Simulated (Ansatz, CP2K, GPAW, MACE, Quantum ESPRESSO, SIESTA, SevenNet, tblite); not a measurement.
# Twisted graphene bilayer, 46.83° (76 atoms) in SIESTA, part 2 of 2

Aim: run twisted graphene bilayer, 46.83° (76 atoms) in SIESTA and see how near its forces come to a plane-wave reference, and at what cost.

Program: SIESTA 5.4.2; the method stands at each step. Banners, paths, timers and routine set-up lines are dropped from the logs unmarked, and long logs keep their key lines alone; longer cuts are marked. The potentials were converted by us to PSML.

So far. Step 3 (PBE, SZP, shift 0.01 Ry, mesh 300 Ry): Against the first run (12 %), the force difference from the reference is 24 %, at 0.66 times the CPU time (on 1 against 2 cores), with 684 basis functions against 988: the smaller basis costs accuracy. Step 4 (PBE, SZ, shift 0.01 Ry, mesh 300 Ry): Against the first run (12 %), the force difference from the reference is 38 %, at 0.21 times the CPU time (on 1 against 2 cores), with 304 basis functions against 988: the smaller basis costs accuracy.

## 5. PBE, DZ, shift 0.01 Ry, mesh 300 Ry

Method: Kohn-Sham DFT, PBE, PseudoDojo 0.4.1 norm-conserving pseudopotentials (converted to PSML), numerical atomic orbitals (DZ), diagonalisation.

input.fdf reads:

```
SystemLabel cell
NumberOfAtoms 76
NumberOfSpecies 1
%block ChemicalSpeciesLabel
  1 6 C
%endblock ChemicalSpeciesLabel
LatticeConstant 1.0 Ang
%block LatticeVectors
  10.72290 0.00000 0.00000
  -5.36145 9.28630 0.00000
  0.00000 0.00000 15.53000
%endblock LatticeVectors
PAO.BasisSize DZ
PAO.EnergyShift 0.01 Ry
XC.Functional GGA
XC.Authors PBE
MeshCutoff 300 Ry
%block kgrid_Monkhorst_Pack
  1 0 0 0.0
  0 1 0 0.0
  0 0 1 0.0
%endblock kgrid_Monkhorst_Pack
SolutionMethod diagon
OccupationFunction FD
ElectronicTemperature 580 K
SCF.Mixer.Method Pulay
SCF.Mixer.Weight 0.05
SCF.Mixer.History 8
SCF.Mix Hamiltonian
MaxSCFIterations 300
SCF.DM.Tolerance 1e-04
SCF.H.Tolerance 1.0e-3 eV
WriteForces T
Write.HirshfeldPop T
Write.VoronoiPop T
Write.DM F
Write.H F
XML.Write F
AtomicCoordinatesFormat Fractional
%block AtomicCoordinatesAndAtomicSpecies
[... 76 atom lines left out: the same atoms as in the first run ...]
%endblock AtomicCoordinatesAndAtomicSpecies
```

Command:

```
OMP_NUM_THREADS=1 siesta < input.fdf > output.txt
```

The log of the run:

```text
Version         : 5.4.2
reinit: System Name:
reinit: System Label: cell
initatom: Reading input for the pseudopotentials and atomic orbitals ----------
Species number:   1 Atomic number:    6 Label: C
Ground state valence configuration (from tables):   2s02  2p02  3d00  4f00
---- Processing specs for species: C
GGA--PBE XC_GGA_X_PBE--XC_GGA_C_PBE pb
C pseudopotential only contains V_ls up to l=1 -- lmxkb reset.
Using PAO.SplitTailNorm
%block ChemicalSpeciesLabel
    1    6 C                       # Species index, atomic number, species label
[... lines left out ...]
stepf: Fermi-Dirac step function
        iscf     Eharris(eV)        E_KS(eV)     FreeEng(eV)     dDmax    Ef(eV) dHmax(eV)
[... lines left out ...]
SCF Convergence by DM+H criterion
[... lines left out ...]
SCF cycle converged after 12 iterations
[... lines left out ...]
   Max   14.129813
[... lines left out ...]
   Max   14.129813    constrained
Stress tensor Voigt[x,y,z,yz,xz,xy] (kbar):      -86.49     -110.02       -4.97        0.82       -1.79       -1.08
[... lines left out ...]
siesta: FreeEng =    -12412.658490
[... lines left out ...]
siesta:         Corr. =    -387.400868
siesta:   Exch.-corr. =   -4443.525890
siesta:  Ion-electron =  -92998.213828
siesta:       Ion-ion =   33833.467730
siesta:         Total =  -12412.658490
siesta:         Fermi =      -3.650638
siesta: Stress tensor (static) (eV/Ang**3):
siesta:    -0.053981   -0.000674   -0.001115
siesta:    -0.000674   -0.068668    0.000512
siesta:    -0.001115    0.000512   -0.003102
siesta: Cell volume =       1546.416309 Ang**3
siesta: Pressure (static):
siesta:                Solid            Molecule  Units
siesta:           0.00045653          0.00063897  Ry/Bohr**3
siesta:           0.04191702          0.05866768  eV/Ang**3
siesta:          67.15847621         93.99599225  kBar
    Orbital volume contribution        =          19.399440 eV
    (Free)E + p_basis*V_orbitals       =      -12393.259050 eV
    (Free)Eharris+ p_basis*V_orbitals  =      -12393.259050 eV
siesta: Electric dipole (a.u.)  =    0.000000    0.000000   -0.005027
siesta: Electric dipole (Debye) =    0.000000    0.000000   -0.012778
Hirshfeld Atomic Populations:
Atom #   charge [q] valence [e]  Species
     1     0.001702    3.998298  C
     2    -0.009180    4.009180  C
     3     0.006616    3.993384  C
[...]
--------------------
 Total    -0.000005
Voronoi Atomic Populations:
Atom #   charge [q] valence [e]  Species
[...]
75    -0.001687    4.001687  C
    76     0.001146    3.998854  C
--------------------
 Total    -0.000006
```

It took 41 s on 1 thread of Arm Neoverse V2, shared host; peak memory 0.55 GiB.

Against the reference:

| Property | Result |
| --- | --- |
| r.m.s. force component | 3.42 eV/Å |
| r.m.s. difference of force components | 465.9 meV/Å |
| longest difference of force vectors | 2059 meV/Å |
| force difference over r.m.s. force | 15.65 % |
| slope of forces against the reference's | 1.148 |
| correlation of force components | 0.999 |

This is a coarse setting, run to see what it loses.

Against the first run (12 %), the force difference from the reference is 16 %, at 0.32 times the CPU time (on 1 against 2 cores), with 608 basis functions against 988: the smaller basis costs accuracy.

## 6. VdW-DF, PBE potentials, DZP, shift 0.01 Ry, mesh 300 Ry

Method: Kohn-Sham DFT, vdW-DF, PseudoDojo 0.4.1 norm-conserving pseudopotentials (converted to PSML), numerical atomic orbitals (DZP), diagonalisation.

input.fdf, as its differences from that of step 5:

```diff
@@ -12,6 +12,6 @@
 %endblock LatticeVectors
-PAO.BasisSize DZ
+PAO.BasisSize DZP
 PAO.EnergyShift 0.01 Ry
-XC.Functional GGA
-XC.Authors PBE
+XC.Functional VDW
+XC.Authors DRSLL
 MeshCutoff 300 Ry
```

Command:

```
OMP_NUM_THREADS=1 mpirun -np 2 siesta < input.fdf > output.txt
```

The log of the run:

```text
Version         : 5.4.2
reinit: System Name:
reinit: System Label: cell
initatom: Reading input for the pseudopotentials and atomic orbitals ----------
Species number:   1 Atomic number:    6 Label: C
Ground state valence configuration (from tables):   2s02  2p02  3d00  4f00
---- Processing specs for species: C
GGA--PBE XC_GGA_X_PBE--XC_GGA_C_PBE pb
C pseudopotential only contains V_ls up to l=1 -- lmxkb reset.
Using PAO.SplitTailNorm
%block ChemicalSpeciesLabel
    1    6 C                       # Species index, atomic number, species label
[... lines left out ...]
stepf: Fermi-Dirac step function
        iscf     Eharris(eV)        E_KS(eV)     FreeEng(eV)     dDmax    Ef(eV) dHmax(eV)
[... lines left out ...]
SCF Convergence by DM+H criterion
[... lines left out ...]
SCF cycle converged after 14 iterations
[... lines left out ...]
   Max   13.652279
[... lines left out ...]
   Max   13.652279    constrained
Stress tensor Voigt[x,y,z,yz,xz,xy] (kbar):     -111.60     -133.23       -0.50        0.81       -1.69       -0.94
[... lines left out ...]
siesta: FreeEng =    -12518.996577
[... lines left out ...]
siesta:         Corr. =    -472.792512
siesta:   Exch.-corr. =   -4543.816839
siesta:  Ion-electron =  -93024.218709
siesta:       Ion-ion =   33824.524437
siesta:         Total =  -12518.996577
siesta:         Fermi =      -4.113113
siesta: Stress tensor (static) (eV/Ang**3):
siesta:    -0.069656   -0.000588   -0.001055
siesta:    -0.000588   -0.083154    0.000507
siesta:    -0.001055    0.000507   -0.000314
siesta: Cell volume =       1546.416309 Ang**3
siesta: Pressure (static):
siesta:                Solid            Molecule  Units
siesta:           0.00055591          0.00074098  Ry/Bohr**3
siesta:           0.05104152          0.06803371  eV/Ang**3
siesta:          81.77752852        109.00202168  kBar
    Orbital volume contribution        =          29.218429 eV
    (Free)E + p_basis*V_orbitals       =      -12489.778148 eV
    (Free)Eharris+ p_basis*V_orbitals  =      -12489.778149 eV
siesta: Electric dipole (a.u.)  =    0.000000    0.000000   -0.004382
siesta: Electric dipole (Debye) =    0.000000    0.000000   -0.011138
Hirshfeld Atomic Populations:
Atom #   charge [q] valence [e]  Species
     1     0.003291    3.996709  C
     2    -0.009706    4.009706  C
     3     0.006180    3.993820  C
[...]
--------------------
 Total    -0.000033
Voronoi Atomic Populations:
Atom #   charge [q] valence [e]  Species
[...]
75    -0.002490    4.002490  C
    76     0.001630    3.998370  C
--------------------
 Total    -0.000033
```

Elapsed: 3.1 min, on 2 MPI ranks; peak memory 1.6 GiB.

Against the reference:

```yaml
r_m_s_force_component: 3.289 eV/Å
r_m_s_difference_of_force_components: 349 meV/Å
longest_difference_of_force_vectors: 1576 meV/Å
force_difference_over_r_m_s_force: 11.72 %
slope_of_forces_against_the_reference_s: 1.103
correlation_of_force_components: 0.9988
```

Against the first run (12 %), the force difference from the reference is 12 %, at 2.9 times the CPU time; the model has changed, so this is no error of the program alone.

## 7. All runs compared

Differences are against the plane-wave reference, forces as r.m.s. over components; share is that over the reference's r.m.s. force, slope the least-squares factor from reference forces to these. Total energies of different programs have different zeros and aren't compared.

| run | Δ force, r.m.s. (meV/Å) | share (%) | slope | cores | CPU time | memory (GiB) |
| --- | --- | --- | --- | --- | --- | --- |
| reference | - | - | - | 8 | 45 s | 1.4 |
| SIESTA PBE, DZP, shift 0.01 Ry, mesh 300 Ry | 364 | 12.2 | 1.108 | 2 | 2.1 min | 1.1 |
| SIESTA PBE, SZP, shift 0.01 Ry, mesh 300 Ry (coarse) | 727 | 24.4 | 1.198 | 1 | 84 s | 0.74 |
| SIESTA PBE, SZ, shift 0.01 Ry, mesh 300 Ry (coarse) | 1140 | 38.3 | 1.330 | 1 | 26 s | 0.47 |
| SIESTA PBE, DZ, shift 0.01 Ry, mesh 300 Ry (coarse) | 466 | 15.7 | 1.148 | 1 | 41 s | 0.55 |
| SIESTA vdW-DF, PBE potentials, DZP, shift 0.01 Ry, mesh 300 Ry | 349 | 11.7 | 1.103 | 2 | 6.1 min | 1.6 |

Rows marked coarse were listed beforehand as settings not expected to be converged; some can still land near the reference.

CPU time is summed over cores on a shared host, where runs went side by side, so it is rough. Symmetry, cutoffs, thresholds, outputs and thread counts weren't matched or tuned between programs; memory under MPI is the largest rank's times the ranks.

## 8. What came out

| Property | Result |
| --- | --- |
| nearest in forces | a tie at 12 % of 2 runs: SIESTA PBE, DZP, shift 0.01 Ry, mesh 300 Ry; SIESTA vdW-DF, PBE potentials, DZP, shift 0.01 Ry, mesh 300 Ry |

In words: The PBE run in local orbitals, coarse settings apart, differs by 12 % (SIESTA PBE, DZP, shift 0.01 Ry, mesh 300 Ry); basis, grid and potentials can all enter. Rows with another functional or a dispersion term differ by 12 % (SIESTA vdW-DF, PBE potentials, DZP, shift 0.01 Ry, mesh 300 Ry), which mixes the change of model with differences of basis and potentials, some of them made for another functional. Runs with settings chosen to be coarse differ by 16 % (SIESTA PBE, DZ, shift 0.01 Ry, mesh 300 Ry) to 38 % (SIESTA PBE, SZ, shift 0.01 Ry, mesh 300 Ry), their programs' other errors included. None of the electronic-structure runs in the table takes under half the reference's CPU time of 45 s; they take 0.59 to 8.2 times as much. SIESTA PBE, SZ, shift 0.01 Ry, mesh 300 Ry stiffens the forces by a factor of 1.33 while following their directions (correlation 0.989); the slopes of the 5 SIESTA runs lie between 1.10 and 1.33. The reference's PBE has no dispersion term, which matters for the binding between molecules or layers. One k-point is far too coarse for the carbon or group-IV sheet, and it can put spurious forces of up to about 1 eV/Å on the sheet's atoms. The electronic-structure runs sample only Γ, in a cell whose shortest periodic width is 9 Å.

[Also dropped from logs without a mark: logging warnings of Python, and SIESTA's first energy breakdown and zero terms.]

[Logs are printed without paths, hosts, clocks, repeated set-up lines and the standing remarks that a program may print on its own settings, such as how far it seeks lower states.]

[Hosts, paths, dates, database ids (printed as entryN), source tags and the programs' standing remarks are cut or masked in the printed files.]
